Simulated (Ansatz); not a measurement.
# What Sc3BC (built on the sites of a database entry of Sc3InC) distorts into

Wanted: the energy along a soft mode of Sc3BC (built on the sites of a database entry of Sc3InC) and the structure at the end.

Program: Ansatz 0.2.0. Level of theory: DFT LDA, scalar-relativistic, plane waves, PAW. Results are calculated unless marked as measured.

Report form: the programs' logs are mostly left out.

The structure was built from a prototype and need not be the compound's stable phase.

## (1) The starting structure

The structure is cubic, space group Pm-3m (No. 221). The conventional cell has a = 4.267 Å, b = 4.267 Å, c = 4.267 Å, α = 90.00°, β = 90.00°, γ = 90.00°. Sc has 2 C at 2.13 Å and 4 B at 3.02 Å and 8 Sc at 3.02 Å nearest. B has 12 Sc at 3.02 Å nearest. C has 6 Sc at 2.13 Å nearest. Farther neighbours are not listed.

## (2) Phonons on a q mesh

The cell comes from relaxations at this level that are not shown. Stability and thermal properties need the whole zone. Linear response on a 4×4×4 q mesh gives force constants as far as a supercell of that size would.

input.yaml reads:

```yaml
crystal:
  lattice:
    - [4.2666960729, 0.0, 0.0]
    - [0.0, 4.2666960729, 0.0]
    - [0.0, 0.0, 4.2666960729]
  atoms:
    - { symbol: Sc, position: [0.5, 0.0, 0.5] }
    - { symbol: Sc, position: [0.0, 0.5, 0.5] }
    - { symbol: Sc, position: [0.5, 0.5, 0.0] }
    - { symbol: B, position: [0.0, 0.0, 0.0] }
    - { symbol: C, position: [0.5, 0.5, 0.5] }
kpoints:
  mp_grid: { grid: [8, 8, 8] }
hamiltonian:
  xc: lda
scf:
  occupations: { method: methfessel_paxton, width: 0.2 }
output:
  eigenvalues: true
phonons:
  method: dfpt
  qmesh: [4, 4, 4]
  temperatures: { t_max: 1000, t_step: 50 }
  qpath:
    path:
      - [[0.0, 0.0, 0.0], [0.0, 0.5, 0.0], [0.5, 0.5, 0.0], [0.0, 0.0, 0.0], [0.5, 0.5, 0.5], [0.0, 0.5, 0.0]]
      - [[0.5, 0.5, 0.5], [0.5, 0.5, 0.0]]
    npoints: 10
```

On the command line:

```
ansatz run input.yaml --threads 8 --pin off --max-ram 14336MiB --backend cpu --events-out ev --progress --plain --runs-dir out
```

Wall time 4.2 min (8 threads of Intel Xeon Platinum 8488C (Sapphire Rapids), shared host); peak memory 2.7 GiB.

This step gave:

```
volume per atom                                         : 15.53 Å³
gap on the k-mesh                                       : 0 eV
sum-rule residual before enforcement                    : 3.19e-5 eV/Å²
lowest frequency on the path                            : -131.2 cm⁻¹
point group                                             : m-3m
highest frequency on the path or at a solved wavevector : 666.2 cm⁻¹
highest optical mode at the zone centre (no LO-TO term) : 547.4 cm⁻¹
lowest optical zone-centre mode                         : -126.7 cm⁻¹
lowest mode on the q mesh (acoustic modes at Γ apart)   : -131.2 cm⁻¹
```

Frequencies (cm⁻¹) solved at each irreducible wavevector; negative means imaginary. Frequencies by wavevector, by row:

| q in reciprocal lattice units | star | mode 1 | mode 2 | mode 3 | mode 4 | mode 13 | mode 14 | mode 15 |
| --- | --- | --- | --- | --- | --- | --- | --- | --- |
| 0 0 0 | 1 | -126.7 | -126.7 | -126.7 | 0 | 547.4 | 547.4 | 547.4 |
| 0 0 0.25 | 6 | -94 | -94 | 81 | 81 | 570.6 | 570.6 | 635.5 |
| 0 0 -0.5 | 3 | -41 | -41 | 83.3 | 83.3 | 587.3 | 587.3 | 666.2 |
| 0 0.25 0.25 | 12 | -73 | -48 | 67.5 | 98.9 | 579.2 | 610.8 | 642.7 |
| 0 0.25 -0.5 | 12 | -86.9 | 47.8 | 74.6 | 88.3 | 588.9 | 622.3 | 660.5 |
| 0 -0.5 -0.5 | 3 | -131.2 | 49.1 | 49.1 | 136.9 | 592.3 | 652.7 | 652.7 |
| 0.25 0.25 0.25 | 8 | -59.8 | -59.8 | 21.2 | 72.3 | 614.2 | 614.2 | 649.2 |
| 0.25 0.25 -0.5 | 12 | -87.5 | -79 | -20 | 30.3 | 618 | 632.2 | 658.1 |
| 0.25 -0.5 -0.5 | 6 | -128.8 | -86.1 | -86.1 | 92.1 | 626.9 | 653.9 | 653.9 |
| -0.5 -0.5 -0.5 | 1 | -129.3 | -129.3 | -129.3 | 46.3 | 653.9 | 653.9 | 653.9 |

Interpolated from a 4×4×4 q mesh. The phonon branches at the labelled points (cm⁻¹):

| point | branch 1 | branch 2 | branch 3 | branch 4 | branch 12 | branch 13 | branch 14 | branch 15 |
| --- | --- | --- | --- | --- | --- | --- | --- | --- |
| Γ | -127 | -127 | -127 | 0 | 330 | 547 | 547 | 547 |
| halfway | -94 | -94 | 81 | 81 | 366 | 571 | 571 | 636 |
| X | -41 | -41 | 83 | 83 | 407 | 587 | 587 | 666 |
| halfway | -87 | 48 | 75 | 88 | 417 | 589 | 622 | 660 |
| M | -131 | 49 | 49 | 137 | 449 | 592 | 653 | 653 |
| halfway | -73 | -48 | 68 | 99 | 375 | 579 | 611 | 643 |
| Γ | -127 | -127 | -127 | 0 | 330 | 547 | 547 | 547 |
| halfway | -60 | -60 | 21 | 72 | 388 | 614 | 614 | 649 |
| R | -129 | -129 | -129 | 46 | 482 | 654 | 654 | 654 |
| halfway | -88 | -79 | -20 | 30 | 426 | 618 | 632 | 658 |
| X | -41 | -41 | 83 | 83 | 407 | 587 | 587 | 666 |
| jump to R | -129 | -129 | -129 | 46 | 482 | 654 | 654 | 654 |
| halfway | -129 | -86 | -86 | 92 | 456 | 627 | 654 | 654 |
| M | -131 | 49 | 49 | 137 | 449 | 592 | 653 | 653 |

Symmetry leaves 10 wavevectors to solve. The lowest mode among them, the acoustic zeros apart, lies at q = (0, -0.5, -0.5) and is imaginary, 131.2i cm⁻¹, so the energy falls along it.

## (3) The mode frozen in, largest atomic shift 0 Å

The mode followed lies at q = (-0.5, -0.5, -0.5) with frequency 129.3i cm⁻¹ and is 3-fold degenerate, one of the unstable modes though not the softest. At small amplitude the distorted cell has space group no. 140 by a symmetry search on the positions. The undistorted cell that holds it gives the zero of energy on the same k mesh.

System of this step: Sc3BC (built on the sites of a database entry of Sc3InC). The structure is cubic, space group Pm-3m (No. 221). The conventional cell has a = 4.267 Å, b = 4.267 Å, c = 4.267 Å, α = 90.00°, β = 90.00°, γ = 90.00°. Nearest to Sc lie 2 C at 2.13 Å and 8 Sc at 3.02 Å and 4 B at 3.02 Å. Nearest to B lie 12 Sc at 3.02 Å. Nearest to C lie 6 Sc at 2.13 Å. Farther neighbours are not listed.

input.yaml reads:

```yaml
crystal:
  lattice:
    - [4.2666960729, 4.2666960729, 0.0]
    - [4.2666960729, 0.0, 4.2666960729]
    - [4.2666960729, 0.0, -4.2666960729]
  atoms:
    - { symbol: Sc, position: [0.0, 0.5, 0.0] }
    - { symbol: Sc, position: [0.0, 0.0, 0.5] }
    - { symbol: Sc, position: [0.5, 0.0, 0.5] }
    - { symbol: Sc, position: [0.5, 0.5, 0.0] }
    - { symbol: Sc, position: [0.5, 0.0, 1.0] }
    - { symbol: Sc, position: [0.5, 0.5, 0.5] }
    - { symbol: B, position: [0.0, 0.0, 0.0] }
    - { symbol: B, position: [0.0, 0.5, 0.5] }
    - { symbol: C, position: [0.5, 0.25, 0.75] }
    - { symbol: C, position: [0.5, 0.75, 0.25] }
kpoints:
  mp_grid: { grid: [8, 8, 8] }
hamiltonian:
  xc: lda
scf:
  occupations: { method: methfessel_paxton, width: 0.2 }
output:
  forces: true
  stress: true
  eigenvalues: true
```

Run time: 1.7 s. Hardware: 8 threads; peak memory 0.84 GiB; 12 s of CPU time.

Numbers from this step:

```
pressure                         : -0.01727 GPa
energy from the undistorted cell : 0 meV/atom
```

The run ends at a pressure of -0.02 GPa.

## (4) The mode frozen in, largest atomic shift 0.6 Å

The atoms are moved along the unstable eigenvector, the largest shift by 0.6 Å, with the cell fixed.

input.yaml, the sections that differ from step 3:

```yaml
crystal:
  lattice:
    - [4.2666960729, 4.2666960729, 0.0]
    - [4.2666960729, 0.0, 4.2666960729]
    - [4.2666960729, 0.0, -4.2666960729]
  atoms:
    - { symbol: Sc, position: [0.0, 0.5, 0.0] }
    - { symbol: Sc, position: [0.0, 0.0, 0.5] }
    - { symbol: Sc, position: [0.5, 0.0703120154, 0.4296879846] }
    - { symbol: Sc, position: [0.5, 0.4296879846, 0.0703120154] }
    - { symbol: Sc, position: [0.5, -0.0703120154, 0.9296879846] }
    - { symbol: Sc, position: [0.5, 0.5703120154, 0.5703120154] }
    - { symbol: B, position: [0.0, 0.0, 0.0] }
    - { symbol: B, position: [0.0, 0.5, 0.5] }
    - { symbol: C, position: [0.5, 0.25, 0.75] }
    - { symbol: C, position: [0.5, 0.75, 0.25] }
# kpoints, hamiltonian, scf, output: as in step 3
```

The job ended after 2.6 s (8 threads; peak memory 0.95 GiB; 19 s of CPU time).

Numbers from this step:

| Quantity | Value |
| --- | --- |
| pressure | -2.394 GPa |
| energy from the undistorted cell | -93.00 meV/atom |

The energy, extrapolated to zero smearing, is -93.00 meV/atom against the undistorted cell.

The run ends at a pressure of -2.39 GPa, with forces up to 4.8e-4 eV/Å.

## (5) Energy along the mode, all amplitudes (two of the runs are shown above)

An imaginary frequency means negative curvature, so the energy should fall and then rise again as anharmonic terms take over.

This step gave:

```
depth at the lowest point sampled  : 93.00 meV/atom
largest atomic shift at that point : 0.6 Å
```

Table of energy from the parent by largest atomic shift:

| largest atomic shift (Å) | energy from the parent (meV/atom) |
| --- | --- |
| 0.000 | 0 |
| 0.040 | -0.866 |
| 0.080 | -3.44 |
| 0.140 | -10.3 |
| 0.220 | -24.3 |
| 0.320 | -46.6 |
| 0.450 | -75.9 |
| 0.600 | -93.0 |

Displacement at unit largest shift by atom:

| atom | x (Å) | y (Å) | z (Å) | size |
| --- | --- | --- | --- | --- |
| Sc1 | 0.00 | 0.00 | 0.00 | 0.00 |
| Sc2 | 0.00 | 0.00 | 0.00 | 0.00 |
| Sc3 | 0.00 | 0.00 | 1.00 | 1.00 |
| Sc4 | 0.00 | 0.00 | -1.00 | 1.00 |
| Sc5 | -1.00 | 0.00 | 0.00 | 1.00 |
| Sc6 | 1.00 | 0.00 | 0.00 | 1.00 |
| B7 | 0.00 | 0.00 | 0.00 | 0.00 |
| B8 | 0.00 | 0.00 | 0.00 | 0.00 |
| C9 | 0.00 | 0.00 | 0.00 | 0.00 |
| C10 | 0.00 | 0.00 | 0.00 | 0.00 |

The lowest of the steps tried is the last one, at 0.6 Å, 93.0 meV/atom below the parent; the bottom of the well need not coincide with a step.

## (6) Relaxing from the distorted cell

Starting from the lowest point found, all atoms and the cell are let go, so that strain and other modes of the same symmetry can join in.

Changes to input.yaml since step 4:

```diff
@@ -26 +26,6 @@
   eigenvalues: true
+relax:
+  adjacent_minimum: "off"
+  f_tol: 0.002
+  max_steps: 120
+  cell: { stress_tol: 0.03 }
```

It took 16 s on 8 threads; peak memory 1 GiB.

The steps of the relaxation:

| step | energy less that of the first step (eV) | largest force component (eV/Å) | pressure (GPa) | volume (Å³) |
| --- | --- | --- | --- | --- |
| 1 | 0.0000 | 0.0005 | -2.39 | 155.35 |
| 2 | -0.0229 | 0.1503 | 1.72 | 149.76 |
| 3 | -0.0425 | 0.0363 | -0.06 | 152.06 |
| 4 | -0.0430 | 0.0277 | 0.08 | 151.91 |
| 5 | -0.0432 | 0.0005 | 0.00 | 151.99 |
| 6* | -0.0412 | 0.0004 | -0.02 | 151.99 |

Relaxation steps marked * repeat the geometry before them on a plane-wave basis chosen anew for their cell, so energy and pressure can jump there.

Forces are held to the 16 operations that the run works with; a distortion that breaks them can't arise in this run.

| conventional cell, symmetrised | before | after | change |
| --- | --- | --- | --- |
| a (Å) | 6.034 | 5.960 | -1.2 % |
| b (Å) | 6.034 | 5.960 | -1.2 % |
| c (Å) | 8.533 | 8.557 | +0.3 % |
| volume (Å³/atom) | 15.53 | 15.20 | -2.2 % |

The relaxed structure:

```cif
data_structure
_symmetry_space_group_name_H-M 'P 1'
_symmetry_Int_Tables_number 1
_cell_length_a 6.0056
_cell_length_b 5.9604
_cell_length_c 5.9604
_cell_angle_alpha 90.000
_cell_angle_beta 60.248
_cell_angle_gamma 60.248
_cell_volume 151.99
loop_
_atom_site_label
_atom_site_type_symbol
_atom_site_fract_x
_atom_site_fract_y
_atom_site_fract_z
_atom_site_occupancy
Sc1 Sc 0.00000 0.50000 0.00000 1
Sc2 Sc 0.00000 0.00000 0.50000 1
Sc3 Sc 0.50000 0.07112 0.42888 1
Sc4 Sc 0.50000 0.42888 0.07112 1
Sc5 Sc 0.50000 0.92888 0.92888 1
Sc6 Sc 0.50000 0.57112 0.57112 1
B7 B 0.00000 0.00000 0.00000 1
B8 B 0.00000 0.50000 0.50000 1
C9 C 0.50000 0.25000 0.75000 1
C10 C 0.50000 0.75000 0.25000 1
```

Numbers from this step:

```
pressure        : -0.01981 GPa
volume per atom : 15.20 Å³
```

The distorted start has space group I4/mcm; the relaxation ends in I4/mcm.

## (7) Summary of results

```yaml
unstable_mode_of_the_parent: q = (-0.5, -0.5, -0.5), 129i cm⁻¹
depth_at_the_lowest_point_sampled: 93.0 meV/atom
largest_atomic_shift_at_that_point: 0.6 Å
space_group_reached_within_0p01_a: I4/mcm
energy_gained_over_the_parent_first_relaxation_on_the_mesh_of_the_frozen_mode: 97.1 meV/atom
volume_per_atom_phase_reached: 15.2 Å³
```

In words: Along this mode the structure falls into I4/mcm, 97.1 meV/atom below the parent. At the parent's cell the well is 93.00 meV/atom deep on the steps tried, with its lowest point at a shift of 0.6 Å. That is the last step tried, so the steps alone don't bracket the bottom of the well. Relaxing atoms and cell changes the gain by +4.10 meV/atom against the lowest step (energies at zero smearing). The modes of the phase reached were not computed on this path. Of the 4 patterns followed to their end from this parent, this one ends 75.7 meV/atom above the lowest, Imma. Each path keeps the symmetry of its pattern, so a lower phase may lie along a pattern not tried. With no gap, or one that is small against the smearing, the frequencies hang on the k mesh and the smearing, most of all near Kohn anomalies. The starting cell was built on a prototype and not taken from a measurement, so the phase need not exist.

[Logs are printed without paths, hosts, clocks, repeated set-up lines and the standing remarks that a program may print on its own settings, such as how far it seeks lower states.]

[Hosts, paths, dates, database ids (printed as entryN), source tags and the programs' standing remarks are cut or masked in the printed files.]
